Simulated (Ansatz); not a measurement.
# Y2CO2 monolayer: the cell at rest, part 2 of 2

Wanted: the relaxed cell of Y2CO2 monolayer.

Ansatz 0.2.0; DFT PBEsol, scalar-relativistic, plane waves, PAW.

So far. Step 2 (Probe on a coarse mesh): The coarse mesh shows no gap.

## (5) Relaxing to small forces for the phonons

Phonons need a cell at rest on their own settings, so the relaxation is repeated with tight tolerances on forces and stress on the k mesh and occupations of the first response run.

input.yaml reads:

```yaml
crystal:
  lattice:
    - [3.493284186, 0.0, 0.0]
    - [-1.746642093, 3.0252728477, 0.0]
    - [0.0, 0.0, 33.7051500373]
  atoms:
    - { symbol: C, position: [0.0, 0.0, 0.2966905648] }
    - { symbol: "Y", position: [0.3333333333, 0.6666666667, 0.3484590507] }
    - { symbol: "Y", position: [0.6666666667, 0.3333333333, 0.2449220788] }
    - { symbol: O, position: [0.6666666667, 0.3333333333, 0.3705512843] }
    - { symbol: O, position: [0.3333333333, 0.6666666667, 0.2228298453] }
  periodic: [true, true, false]
kpoints:
  mp_grid: { grid: [12, 12, 1] }
hamiltonian:
  xc: pbesol
scf:
  occupations: { method: methfessel_paxton, width: 0.15 }
output:
  forces: true
  stress: true
  eigenvalues: true
  write_density: true
  write_potential: true
  elf: true
  volumetric_format: npy
relax:
  adjacent_minimum: "off"
  f_tol: 0.001
  max_steps: 60
  cell: { stress_2d_tol: 0.002 }
```

Started as:

```console
$ ansatz run input.yaml --threads 8 --pin off --max-ram 14336MiB --backend cpu --events-out ev --progress --plain --runs-dir out
```

Numbers of over 12 decimals in the logs are rounded to 6 here.

The log of the run:

```text
[...]
Crystal: 5 atoms, lattice volume = 356.201 Å³
Basis set: ecut = 420 eV, 6923 PW (Γ), exchange–correlation on 48×48×480 points (8 copies of the dense FFT grid, shifted against one another)
Bands: 24, of which v1, the nominal top of the filled ones, is band 19 counted from 1 (18 counted from 0)
Symmetry: 12 space group operations
[...]
k-points: 19 of 144
[...]
cell:  # Å, volume = 355.9051 Å³
    - [3.491835, 0.0, 0]
    - [-1.745917, 3.024017, 0]
    - [0, 0, 33.7051500373]
  atoms:
    - { symbol: C, position: [0, 0, 0.29669056478] }
    - { symbol: Y, position: [0.333333, 0.666667, 0.348550] }
    - { symbol: Y, position: [0.666667, 0.333333, 0.244831] }
    - { symbol: O, position: [0.666667, 0.333333, 0.370664] }
    - { symbol: O, position: [0.333333, 0.666667, 0.222717] }
[key lines of the parts left out:]
SCF converged after 11 iterations
Free energy (F): -8962.029681 eV
Fermi energy:    -5.790381 eV
P = ½ c Tr σ = -0.0006 N/m
```

Wall time 12 s (8 threads of Arm Neoverse V2, shared host); peak memory 0.98 GiB.

Little changed from the start: no atom moved by 0.005 Å and no cell edge by 0.1 %.

This step gave:

```
area per atom : 2.112 Å²
```

Electrostatic potential energy in the ac plane at fractional y = 0.333, with atoms of Y and O within 0.2 Å of it. With pseudopotentials it is smooth inside the atoms' cores, unlike the true potential.

Ten even steps from '_' (-25 eV) to '@' (0 eV), each cell a mean:
```
@@@@@@@@@@@@@@@@@@@@@@@@@@@@
@@@@@@@@@@@@@@@@@@@@@@@@@@@@
@@@@@@@@@@@@@@@@@@@@@@@@@@@@
@@@@@@@@@@@@@@@@@@@@@@@@@@@@
@@@@@@@@@@@@@@@@@@@@@@@@@@@@
@@@@@@@@@@@@@@@@@@@@@@@@@@@@
@@@@@@@@@@@@@@@@@@@@@@@@@@@@
@@@@@@@@@@@@@@@@@@@@@@@@@@@@
@@@@@@@@@@@@@@@@@@@@@@@@@@@@
@@@@@@@@@@@@@@@@@@@@@@@@@@@@
@@@@@@@@@@@@@@@@@@@@@@@@@@@@
@@@@@@@@@@@@@@@@@@@@@@@@@@@@
@@@@@@@@@@@@@@@@@@@@@@@@@@@@
@@@@@@@@@@@@@@@@@@@@@@@@@@@@
@@%%%%%%@@@@@@**++====**%%@@
**======++**##++------==**##
%%######%%%%%%@@@@@@@@@@%%%%
##%%%%%%##**--::........::++
##%%%%%%##**::..________..==
@@@@@@@@@@@@@@@@@@%%%%@@@@@@
@@@@@@@@@@@@@@@@@@@@@@@@@@@@
@@@@@@@@@@@@@@@@@@@@@@@@@@@@
@@@@@@@@@@@@@@@@@@@@@@@@@@@@
@@@@@@@@@@@@@@@@@@@@@@@@@@@@
```
Columns run along a (3.5 Å; values clipped at the 3rd and 97th percentile), rows up along c (33.7 Å). Atoms in or near the plane, at fractional coordinates: Y at (0.67, 0.24), O at (0.67, 0.37).

ELF in the ac plane at fractional y = 0.333, with atoms of Y and O within 0.2 Å of it. It is the smooth field of the valence electrons, not physical close to the nuclei.

Ten even steps from '_' (0.00) to '@' (0.68), each cell a mean:
```
____________________________
____________________________
____________________________
____________________________
____________________________
____________________________
____________________________
____________________________
____________________________
____________________________
____________________________
____________________________
____________________________
______________..........____
::______..++%%@@@@@@@@@@@@##
..--====::::++%%%%%%%%%%**--
++******++==--::......::::==
--======----++##########**==
--++##**==::++%%@@@@@@@@**--
::------::..________________
____________________________
____________________________
____________________________
____________________________
```
Columns run along a (3.5 Å), rows up along c (33.7 Å). Atoms in or near the plane, at fractional coordinates: Y at (0.67, 0.24), O at (0.67, 0.37).

Valence density in the ac plane at fractional y = 0.333, with atoms of Y and O within 0.2 Å of it. It is the smooth field of the valence electrons, not physical close to the nuclei.

Ten steps, logarithmic in the rise over the least value, from '_' (0.0 e/Å³) to '@' (2.7 e/Å³), each cell a mean:
```
____________________________
____________________________
____________________________
____________________________
____________________________
____________________________
____________________________
____________________________
____________________________
____________________________
____________________________
____________________________
____________________________
____________________________
::::..::::--++##%%@@@@%%**==
++++++++++++**##@@@@@@%%**++
====++++====----::::::::----
============**%%%%@@%%%%##++
====++====++**%%@@@@@@%%##**
..............__________....
____________________________
____________________________
____________________________
____________________________
```
Columns run along a (3.5 Å), rows up along c (33.7 Å). Atoms in or near the plane, at fractional coordinates: Y at (0.67, 0.24), O at (0.67, 0.37).

The largest force component left is 0.073 meV/Å, within the tolerances set.

## (6) Outcome

```
space group after relaxation (within 0.01 Å) : P-3m1
lattice constant a                           : 3.492 Å
lattice constant b                           : 3.492 Å
area per atom                                : 2.11 Å²
```

**Reading.** The largest force component left is 0.073 meV/Å, within the tolerances set. The relaxation keeps the symmetry of its start, so it says nothing on stability against lower symmetry. The starting cell was built on a prototype and not taken from a measurement.

[Logs are printed without paths, hosts, clocks, repeated set-up lines and the standing remarks that a program may print on its own settings, such as how far it seeks lower states.]

[Hosts, paths, dates, database ids (printed as entryN), source tags and the programs' standing remarks are cut or masked in the printed files.]
